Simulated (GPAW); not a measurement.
# A GW chain in GPAW: SiCCl2 (chair-type functionalised monolayer)

Aim: the G0W0 gap of SiCCl2 (chair-type functionalised monolayer) on LDA, step by step.

Program: GPAW 26.7.0. Level of theory: LDA and many-body steps on it, plane waves. Results are calculated unless marked as measured.

### Step 1. Set-up

The cell holds 4 atoms: 1 C, 1 Si and 2 Cl. Its edges and angles: a = 2.958 Å, b = 2.958 Å, c = 15.300 Å, α = 90.0°, β = 90.0°, γ = 120.0°. Vacuum lies along c.

The start is a generated structure, not a measured one.

### Step 2. Relaxation

This step: GPAW 26.7.0; DFT, LDA, plane waves, PAW.

Gaps follow bond lengths, so the structure is brought to rest first.

run.py

```python
import json
import numpy as np
from gpaw.mpi import world
from ase import Atoms
from ase.constraints import FixSymmetry
from ase.filters import FrechetCellFilter
from ase.optimize import BFGS
from gpaw import GPAW, PW, FermiDirac

atoms = Atoms(['C', 'Si', 'Cl', 'Cl'],
    cell=[[2.9581795000, 0.0000000000, 0.0000000000],
      [-1.4790897500, 2.5618585960, 0.0000000000],
      [0.0000000000, 0.0000000000, 15.3000000000]],
    scaled_positions=[[0.3333333333, 0.6666666667, 0.5292592592],
      [0.6666666667, 0.3333333333, 0.4897930284],
      [0.3333333333, 0.6666666667, 0.6420108932],
      [0.6666666667, 0.3333333333, 0.3579891068]],
    pbc=(True, True, False))
atoms.set_constraint(FixSymmetry(atoms))
atoms.calc = GPAW(mode=PW(700),
    xc='LDA',
    kpts={'size': (9, 9, 1), 'gamma': True},
    occupations=FermiDirac(0.02),
    convergence={'density': 1e-5},
    txt='relax.txt')
steps = []
opt = BFGS(FrechetCellFilter(atoms, mask=[1, 1, 0, 0, 0, 1]), logfile='bfgs.log')
opt.attach(lambda: steps.append([atoms.get_potential_energy(), atoms.cell[:], atoms.positions.copy(), atoms.get_forces()]))
converged = opt.run(fmax=0.03, steps=50)
res = {'converged': bool(converged), 'steps': steps, 'cell': atoms.cell[:], 'frac': atoms.get_scaled_positions()}

if world.rank == 0:
    with open('result.json', 'w') as f:
        json.dump(res, f, default=lambda x: x.tolist())
```

Launch:

```sh
$ mpirun -n 4 gpaw python run.py
```

Numbers of over 12 decimals in the logs are rounded to 6 here.

Log:

```text
Step     Time          Energy          fmax
BFGS:    0       -20.934384        2.622578
BFGS:    1       -21.151678        2.250402
BFGS:    2       -21.644302        0.888608
[...]
BFGS:    8       -21.775548        0.073261
BFGS:    9       -21.775694        0.016928
```

Run time: 53 s. Hardware: 4 MPI ranks of Arm Neoverse V1, shared host; peak memory 1.1 GiB; 3.6 min of CPU time.

The steps of the relaxation:

| step | energy less that of the first step (eV) | largest force (eV/Å) |
| --- | --- | --- |
| 1 | 0.0000 | 1.5344 |
| 2 | -0.2173 | 0.6730 |
| 3 | -0.7099 | 0.8886 |
| 4 | -0.7948 | 0.9695 |
| 5 | -0.8232 | 0.6949 |
| 6 | -0.8355 | 0.2997 |
| 7 | -0.8391 | 0.2143 |
| 8 | -0.8405 | 0.1613 |
| 9 | -0.8412 | 0.0733 |
| 10 | -0.8413 | 0.0169 |

The atoms that moved most (Å):

| atom | dx | dy | dz | length |
| --- | --- | --- | --- | --- |
| C1 | 0.000 | 0.000 | -0.045 | 0.045 |
| Cl3 | 0.000 | 0.000 | 0.040 | 0.040 |
| Si2 | 0.000 | 0.000 | 0.009 | 0.009 |

The relaxed structure:

```xyz
4
Lattice="3.2066 0.0000 0.0000 -1.6033 2.7770 0.0000 0.0000 0.0000 15.3000" Properties=species:S:1:pos:R:3
C     0.0000    1.8513    8.0525
Si    1.6033    0.9257    7.5029
Cl    0.0000    1.8513    9.8627
Cl    1.6033    0.9257    5.4734
```

### Step 3. Ground state

The ground-state density comes first.

run.py

```python
import json
import numpy as np
from gpaw.mpi import world
from ase import Atoms
from gpaw import GPAW, PW, FermiDirac

atoms = Atoms(['C', 'Si', 'Cl', 'Cl'],
    cell=[[3.2065681493, 0.0000000000, 0.0000000000],
      [-1.6032840747, 2.7769694763, 0.0000000000],
      [0.0000000000, 0.0000000000, 15.3000000000]],
    scaled_positions=[[0.3333333333, 0.6666666667, 0.5263052280],
      [0.6666666667, 0.3333333333, 0.4903882692],
      [0.3333333333, 0.6666666667, 0.6446223214],
      [0.6666666667, 0.3333333333, 0.3577365702]],
    pbc=(True, True, False))
calc = GPAW(mode=PW(600),
    xc='LDA',
    kpts={'size': (12, 12, 1), 'gamma': True},
    occupations=FermiDirac(0.001),
    nbands=-8,
    convergence={'density': 1e-6, 'bands': -3},
    maxiter=100,
    txt='gs.txt')
atoms.calc = calc
res = {'energy': atoms.get_potential_energy()}
kpts = calc.get_ibz_k_points()
res['kpts'] = kpts
res['eigenvalues'] = [calc.get_eigenvalues(kpt=k) for k in range(len(kpts))]
res['n_electrons'] = calc.get_number_of_electrons()
calc.write('gs.gpw')

if world.rank == 0:
    with open('result.json', 'w') as f:
        json.dump(res, f, default=lambda x: x.tolist())
```

Launch:

```sh
$ mpirun -n 4 gpaw python run.py
```

Log:

```text
__  _  _
 | _ |_)|_||  |
 |__||  | ||/\| - 26.7.0

Input parameters:
  mode=PW(ecut=600.0),
  convergence={'density': 1e-06, 'bands': -3},
  kpts=MonkhorstPack(size=(12, 12, 1), gamma=True),
  maxiter=100,
  nbands=-8,
  occupations=Occupations(name='fermi-dirac', width=0.001, fixmagmom=False),
  xc=XC(name='LDA')
  [... matrices ...]
Diagonalizing LCAO Hamiltonian
Converting LCAO to pw mode

        Cl

        C
           Si

           Cl

Atoms  # Å, Bohr magnetons
|   | symbol |         x |        y |        z |    initial magnetic moments |
| 0 |      C | -0.000000 | 1.851313 | 8.052470 | ( 0.0000,  0.0000,  0.0000) |
| 1 |     Si |  1.603284 | 0.925656 | 7.502941 | ( 0.0000,  0.0000,  0.0000) |
| 2 |     Cl | -0.000000 | 1.851313 | 9.862722 | ( 0.0000,  0.0000,  0.0000) |
| 3 |     Cl |  1.603284 | 0.925656 | 5.473370 | ( 0.0000,  0.0000,  0.0000) |

Unit cell  # Å
| periodic |         x |        y |         z |   lengths |     angles |
|      yes |  3.206568 | 0.000000 |  0.000000 |  3.206568 |  90.000000 |
|      yes | -1.603284 | 2.776969 |  0.000000 |  3.206568 |  90.000000 |
|       no |  0.000000 | 0.000000 | 15.300000 | 15.300000 | 120.000000 |

Number of symmetries: 6
Symmetry operations  # r_c * U_cc + t_c -> r_c
|   | kind |            matrix            |
| 0 |  σ   |  1, 1, 0,  0,-1, 0,  0, 0, 1 |
| 1 |  E   |  1, 0, 0,  0, 1, 0,  0, 0, 1 |
| 2 |  C3  |  0, 1, 0, -1,-1, 0,  0, 0, 1 |
| 3 |  σ   |  0,-1, 0, -1, 0, 0,  0, 0, 1 |
| 4 |  σ   | -1, 0, 0,  1, 1, 0,  0, 0, 1 |
| 5 |  C3  | -1,-1, 0,  1, 0, 0,  0, 0, 1 |

BZ-sampling:
  Number of BZ points: 144
  Number of IBZ points: 19

  Monkhorst-Pack size: [12, 12, 1]
  Monkhorst-Pack shift: [0.041667, 0.041667, 0.0]

K-points  # in reciprocal-cell coordinates
|     |                                coordinates |     weight |
|   0 | ( -0.00000000,  -0.00000000,   0.00000000) | 0.00694444 |
|   1 | (  0.08333333,  -0.00000000,   0.00000000) | 0.04166667 |
|   2 | (  0.16666667,  -0.08333333,   0.00000000) | 0.04166667 |
|   3 | (  0.16666667,  -0.00000000,   0.00000000) | 0.04166667 |
|   4 | (  0.25000000,  -0.08333333,   0.00000000) | 0.08333333 |
|   5 | (  0.25000000,  -0.00000000,   0.00000000) | 0.04166667 |
|   6 | (  0.33333333,  -0.16666667,   0.00000000) | 0.04166667 |
|   7 | (  0.33333333,  -0.08333333,   0.00000000) | 0.08333333 |
|   8 | (  0.33333333,  -0.00000000,   0.00000000) | 0.04166667 |
|   9 | (  0.33333333,   0.33333333,   0.00000000) | 0.01388889 |
| ... |                                            |            |
|  18 | (  0.50000000,   0.50000000,   0.00000000) | 0.02083333 |

Plane wave coefficients: 4582
Cutoff: 600.0 eV

Spin-components: 1 (collinear spins)
Bands:           19
Projectors:      20
Spin-degeneracy: 2
Datatype:        complex128

  Storage: CPU
  Wave functions: 26_275_024 bytes (6_568_756 per core)
  Projectors: 38_721_088 bytes (9_680_272 per core)
  [... matrices ...]
Parallelization:
  kpt:    4
  domain: 1
  band:   1

Density:
  Valence electrons: 22.0
  Components: 1
  Grid points: [20 20 90]
  Charge: 0.0  # |e|

Potential:
  Grid points: [20 20 90]

species:
  C:
    name:    Carbon
    Z:       6.0
    valence: 4
    core:    2
    charge:  0.0  # [|e|]
    compensation charges:
      type: gauss
      rc: 0.20  # [Å]
      lmax: 2
    cutoffs:
      filter: 1.14  # [Å]
      core: 1.14  # [Å]
    projectors
    | kind |    occ | energy [eV] | rcut [Å] |
    |   2s |  2.000 |     -13.639 |    0.635 |
    |   2p |  2.000 |      -5.414 |    0.635 |
    |    s |        |      13.573 |    0.635 |
    |    p |        |      21.797 |    0.635 |
    |    d |        |       0.000 |    0.635 |

    Using partial waves for C as LCAO basis

  Si:
    name:    Silicon
    Z:       14.0
    valence: 4
    core:    10
    charge:  0.0  # [|e|]
    compensation charges:
      type: gauss
      rc: 0.33  # [Å]
      lmax: 2
    cutoffs:
      filter: 1.86  # [Å]
      core: 2.06  # [Å]
    projectors
    | kind |    occ | energy [eV] | rcut [Å] |
    |   3s |  2.000 |     -10.878 |    1.058 |
    |   3p |  2.000 |      -4.162 |    1.058 |
    |    s |        |      16.334 |    1.058 |
    |    p |        |      23.049 |    1.058 |
    |    d |        |       0.000 |    1.058 |

    Using partial waves for Si as LCAO basis

  Cl:
    name:    Chlorine
    Z:       17.0
    valence: 7
    core:    10
    charge:  0.0  # [|e|]
    compensation charges:
      type: gauss
      rc: 0.25  # [Å]
      lmax: 2
    cutoffs:
      filter: 1.40  # [Å]
      core: 1.49  # [Å]
    projectors
    | kind |    occ | energy [eV] | rcut [Å] |
    |   3s |  2.000 |     -20.688 |    0.794 |
    |   3p |  5.000 |      -8.701 |    0.794 |
    |    s |        |       6.523 |    0.794 |
    |    p |        |      18.511 |    0.794 |
    |    d |        |       0.000 |    0.794 |

    Using partial waves for Cl as LCAO basis

Reference energy: -33915.774987  # eV

eigensolver:
  PPCG
  Converge bands: -3
  niter=2

density mixing:
  MSR1-Mixer
  Pratt-step length: 0.05
  Maximum mixing coefficient: 0.75
  Old densities: 10
  SVD Regularization: 0.005
  Good broyden scale: 1.0
  Trust region scale: 1.0
  Backstep threshold: 4.0
  History deletion threshold: 6.0
  Fourier metric: weight=20.0, sigma=0.015

occupation numbers:
  Fermi-Dirac:
    width: 0.0010  # eV

poisson solver:
  ecut: 4800.0  # eV

xc functional:
  name: None

Initialization done in: 1.002 s

convergence criteria:
- Maximum integral of absolute [dens]ity change: 1e-06 electrons / valence electron
- Maximum [total energy] change in last 3 cyles: 0.0005 eV / valence electron
- Maximum integral of absolute [eigenst]ate change: 4e-08 eV^2 / valence electron
maximum number of iterations: 100

SCF iterations
|iter     |     time |      energy | eigst |  dens |
|iter:   1|  |  -23.052256 | +0.87 |       |
|iter:   2|  |  -22.771566 | -0.34 | -0.89 |
|iter:   3|  |  -21.810837 | -0.74 | -0.93 |
|iter:   4|  |  -21.777054 | -1.10 | -1.46 |
|iter:   5|  |  -21.773098 | -1.66 | -1.88 |
|iter:   6|  |  -21.765026 | -2.37 | -2.12 |
|iter:   7|  |  -21.765063c| -3.39 | -2.85 |
|iter:   8|  |  -21.765016c| -4.25 | -3.23 |
|iter:   9|  |  -21.765016c| -5.14 | -3.79 |
|iter:  10|  |  -21.765016c| -5.76 | -4.38 |
|iter:  11|  |  -21.765016c| -6.47 | -4.85 |
|iter:  12|  |  -21.765016c| -7.05 | -5.64 |
|iter:  13|  |  -21.765016c| -7.46c| -6.26c|

Converged in 13 steps
SCF loop duration: 7.910 s (0.608 s/step)
Energy contributions relative to reference atoms: (reference = -33915.774987)
  [... matrices ...]
Energy contributions:
  Kinetic:          23.098362
  Coulomb:         -19.924842
  Zero:              0.065111
  External:          0.000000
  Xc:              -25.003647
  Entropy:          -0.000000
  Spinorbit:         0.000000
  ----------------------------
  Free energy:     -21.765016
  Extrapolated:    -21.765016

dipole moment: (1.520918, -0.878100, 0.018365)  # |e|*Ang

Fermi level: -0.018
Eigenvalues  # (at kpt = [-0.000, -0.000, 0.000])
| band index |      eig [eV] | occ [0-2] |
|          0 |       -17.930 |     2.000 |
|        ... |               |           |
|          3 |        -7.857 |     2.000 |
|          4 |        -5.101 |     2.000 |
|          5 |        -3.535 |     2.000 |
|          6 |        -3.535 |     2.000 |
|          7 |        -1.757 |     2.000 |
|          8 |        -1.757 |     2.000 |
|          9 |        -0.511 |     2.000 |
|         10 |        -0.511 |     2.000 |
|         11 |         1.582 |     0.000 |
|         12 |         2.728 |     0.000 |
|         13 |         4.341 |     0.000 |
|         14 |         5.151 |     0.000 |
|         15 |         5.151 |     0.000 |
|         16 |         5.449 |     0.000 |
|         17 |         6.041 |     0.000 |
|         18 |         6.873 |     0.000 |

Gap: 2.093 eV
Transition (v -> c):
  (s=0, k=0, n=10, [-0.00, -0.00, 0.00]) -> (s=0, k=0, n=11, [-0.00, -0.00, 0.00])
No difference between direct/indirect transitions
vacuum-level: 5.043  # V
# Writing to gs.gpw (mode='')
  [... matrices ...]
```

The job ended after 11 s (4 MPI ranks; peak memory 0.79 GiB; 42 s of CPU time).

This step gave:

- total energy: -21.77 eV
- gap: 2.093 eV
- k of the valence top: 0, 0, 0
- k of the conduction bottom: 0, 0, 0
- least direct gap: 2.093 eV

The gap is direct, at Γ.

### Step 4. Bands along the symmetry lines

Levels along a band path, at the cheap level, show where the edges lie and whether the meshes to come will hold them.

run.py

```python
import json
import numpy as np
from gpaw.mpi import world
from gpaw import GPAW

path = [[0.000000, 0.000000, 0.000000],
    [0.062500, 0.000000, 0.000000],
    [0.125000, 0.000000, 0.000000],
    [0.187500, 0.000000, 0.000000],
    [0.250000, 0.000000, 0.000000],
    [0.312500, 0.000000, 0.000000],
    [0.375000, 0.000000, 0.000000],
    [0.437500, 0.000000, 0.000000],
    [0.500000, 0.000000, 0.000000],
    [0.479167, 0.041667, 0.000000],
    [0.458333, 0.083333, 0.000000],
    [0.437500, 0.125000, 0.000000],
    [0.416667, 0.166667, 0.000000],
    [0.395833, 0.208333, 0.000000],
    [0.375000, 0.250000, 0.000000],
    [0.354167, 0.291667, 0.000000],
    [0.333333, 0.333333, 0.000000],
    [0.291667, 0.291667, 0.000000],
    [0.250000, 0.250000, 0.000000],
    [0.208333, 0.208333, 0.000000],
    [0.166667, 0.166667, 0.000000],
    [0.125000, 0.125000, 0.000000],
    [0.083333, 0.083333, 0.000000],
    [0.041667, 0.041667, 0.000000],
    [0.000000, 0.000000, 0.000000]]
calc = GPAW('gs.gpw').fixed_density(kpts=path,
    symmetry='off',
    nbands=21,
    convergence={'bands': 17},
    txt='bands.txt')
res = {}
kpts = calc.get_ibz_k_points()
res['kpts'] = kpts
res['eigenvalues'] = [calc.get_eigenvalues(kpt=k) for k in range(len(kpts))]
res['n_electrons'] = calc.get_number_of_electrons()

if world.rank == 0:
    with open('result.json', 'w') as f:
        json.dump(res, f, default=lambda x: x.tolist())
```

Launch:

```sh
$ mpirun -n 4 gpaw python run.py
```

Log:

```text
Diagonalizing LCAO Hamiltonian
Converting LCAO to pw mode
convergence criteria:
- Maximum integral of absolute [eigenst]ate change: 4e-08 eV^2 / valence electron
maximum number of iterations: 100

SCF iterations
|iter     |     time |      energy | eigst |  dens |
|iter:   1|  |             | +1.39 |       |
|iter:   2|  |             | +0.21 |       |
|iter:   3|  |             | -0.62 |       |
[...]
|iter:  14|  |             | -6.86 |       |
|iter:  15|  |             | -7.37 |       |
|iter:  16|  |             | -7.85c|       |
SCF steps: 16
  __  _  _
 | _ |_)|_||  |
 |__||  | ||/\| - 26.7.0

Input parameters:
  mode=PW(ecut=600.0),
  convergence={'bands': 17},
  gpts=array([20, 20, 90]),
  kpts=KPoints(kpts=array([[0.      , 0.      , 0.      ],
         [0.0625  , 0.      , 0.      ],
         [0.125   , 0.      , 0.      ],
         [0.1875  , 0.      , 0.      ],
[...]
[0.479167, 0.041667, 0.      ],
         [0.458333, 0.083333, 0.      ],
[...]
[0.416667, 0.166667, 0.      ],
[...]
[0.25    , 0.25    , 0.      ],
[...]
[0.125   , 0.125   , 0.      ],
         [0.083333, 0.083333, 0.      ],
         [0.041667, 0.041667, 0.      ],
         [0.      , 0.      , 0.      ]])),
  maxiter=100,
  nbands=21,
  occupations=Occupations(name='fermi-dirac', width=0.001, fixmagmom=False),
  parallel={},
  symmetry=Symmetry(point_group=False, time_reversal=False),
  xc=XC(name='LDA')
  [... matrices ...]
timing:  # [seconds]
  Total: 0.022  # ━━━━━━━━━━━━━━━━━━━━━━━━━━━━━━━━━━━━━━━━━━━━━━━━━━━━━━━━━━━
```

Run time: 15 s. Hardware: 4 MPI ranks; peak memory 0.88 GiB; 60 s of CPU time.

This step gave:

```yaml
gap: 2.093 eV
k_of_the_valence_top: 0, 0, 0
k_of_the_conduction_bottom: 0, 0, 0
least_direct_gap: 2.093 eV
```

The gap is 2.093 eV, as in the run before at this level.

The electronic bands at the labelled points (eV, zero at the top of the highest filled band):

| point | band 8 | band 9 | band 10 | band 11 | band 12 | band 13 | band 14 | band 15 |
| --- | --- | --- | --- | --- | --- | --- | --- | --- |
| Γ | -1.25 | -1.25 | 0.00 | 0.00 | 2.09 | 3.24 | 4.85 | 5.66 |
| halfway | -3.09 | -2.09 | -1.69 | -0.46 | 2.76 | 3.59 | 5.24 | 6.32 |
| M | -4.16 | -3.52 | -2.08 | -0.85 | 2.19 | 3.57 | 4.75 | 6.53 |
| halfway | -4.11 | -3.40 | -2.72 | -1.66 | 3.61 | 3.93 | 5.16 | 6.24 |
| K | -4.14 | -3.46 | -2.78 | -2.72 | 3.92 | 4.75 | 5.34 | 7.14 |
| halfway | -3.20 | -2.56 | -1.84 | -0.95 | 3.13 | 4.61 | 5.17 | 5.56 |
| Γ | -1.25 | -1.25 | 0.00 | 0.00 | 2.09 | 3.24 | 4.85 | 5.66 |

### Step 5. Empty states on the mesh, 9×9×1 mesh, 231 bands

The sums over transitions need many empty states on a uniform mesh; this step solves for them.

run.py

```python
import json
import numpy as np
from gpaw.mpi import world
from gpaw import GPAW

calc = GPAW('gs.gpw').fixed_density(kpts={'size': (9, 9, 1), 'gamma': True},
    nbands=269,
    convergence={'bands': 231},
    txt='nscf.txt')
calc.write('full.gpw', mode='all')
res = {}
kpts = calc.get_ibz_k_points()
res['kpts'] = kpts
res['eigenvalues'] = [calc.get_eigenvalues(kpt=k) for k in range(len(kpts))]
res['n_electrons'] = calc.get_number_of_electrons()

if world.rank == 0:
    with open('result.json', 'w') as f:
        json.dump(res, f, default=lambda x: x.tolist())
```

Launch:

```sh
$ mpirun -n 4 gpaw python run.py
```

Log:

```text
Diagonalizing LCAO Hamiltonian
Converting LCAO to pw mode
convergence criteria:
- Maximum integral of absolute [eigenst]ate change: 4e-08 eV^2 / valence electron
maximum number of iterations: 100

SCF iterations
|iter     |     time |      energy | eigst |  dens |
|iter:   1|  |             | +4.66 |       |
|iter:   2|  |             | +3.48 |       |
|iter:   3|  |             | +2.38 |       |
[...]
|iter:  15|  |             | -7.03 |       |
|iter:  16|  |             | -7.34 |       |
|iter:  17|  |             | -7.68c|       |
SCF steps: 17
  __  _  _
 | _ |_)|_||  |
 |__||  | ||/\| - 26.7.0

Input parameters:
  mode=PW(ecut=600.0),
  convergence={'bands': 231},
  gpts=array([20, 20, 90]),
  kpts=MonkhorstPack(size=(9, 9, 1), gamma=True),
  maxiter=100,
  nbands=269,
  occupations=Occupations(name='fermi-dirac', width=0.001, fixmagmom=False),
  parallel={},
  xc=XC(name='LDA')
# Writing to full.gpw (mode='all')
  [... matrices ...]

timing:  # [seconds]
  Total: 0.083  # ━━━━━━━━━━━━━━━━━━━━━━━━━━━━━━━━━━━━━━━━━━━━━━━━━━━━━━━━━━━
```

Wall time 2.4 min (4 MPI ranks); peak memory 1.3 GiB; 9.6 min of CPU time.

Numbers from this step:

```yaml
gap: 2.093 eV
k_of_the_valence_top: 0, 0, 0
k_of_the_conduction_bottom: 0, 0, 0
least_direct_gap: 2.093 eV
k_points_computed: 12
lowest_point_of_the_top_converged_band_above_the_valence_top: 76.7648 eV
```

On this mesh the gap is 2.093 eV.

(Part 1 of 2 ends here.)

[Paths, hosts, dates, memory and timing lines, banners, echoed tables and standing remarks are left out of the program output.]

[Logs are printed without paths, hosts, clocks, repeated set-up lines and the standing remarks that a program may print on its own settings, such as how far it seeks lower states.]

[Runs of the session that timed out or met a known fault of the program may be left out.]

[Hosts, paths, dates, database ids (printed as entryN), source tags and the programs' standing remarks are cut or masked in the printed files.]
